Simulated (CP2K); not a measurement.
Consider boron trifluoride at its PBE geometry (Å).

```xyz
4

F     1.2009   -0.5682    0.0614
B    -0.0013   -0.0039    0.0001
F    -1.1040   -0.7484   -0.0307
F    -0.0956    1.3204   -0.0308
```

Method: CP2K XAS_TDP, all-electron GAPW, PBEh(45%), aug-cc-pVTZ, TDA, no relativity.

Where do the B K-edge lines lie, and how strong are they?

Leading lines: B2 189.91 eV. The leading line of an atom is its first one with 35 % of the strongest within 2.5 eV of its lowest line over the strength cut. 

The first six lines of each atom with a strength over 0.0015:

```tsv
atom	energy (eV)	states	strength, one atom
B2 (bonded to 3 F)	189.91	1	0.1017
	194.61	1	0.0042
	194.73	2	0.0020
	196.96	1	0.0113
	196.97	1	0.0101
	197.81	1	0.0075
```

Lines are vertical, at one geometry, with no vibrational structure. Without a correction of the core level, line positions, and the gaps between valence and Rydberg lines, follow the share of exact exchange. These values hold no scalar relativity. Rydberg lines, and the discretised continuum above threshold, depend on the basis and the box.

[Banner, clock and machine lines of the logs are left out without a mark of their own.]

[Logs are printed without paths, hosts, clocks, repeated set-up lines and the standing remarks that a program may print on its own settings, such as how far it seeks lower states.]

[Hosts, paths, dates, database ids (printed as entryN), source tags and the programs' standing remarks are cut or masked in the printed files.]
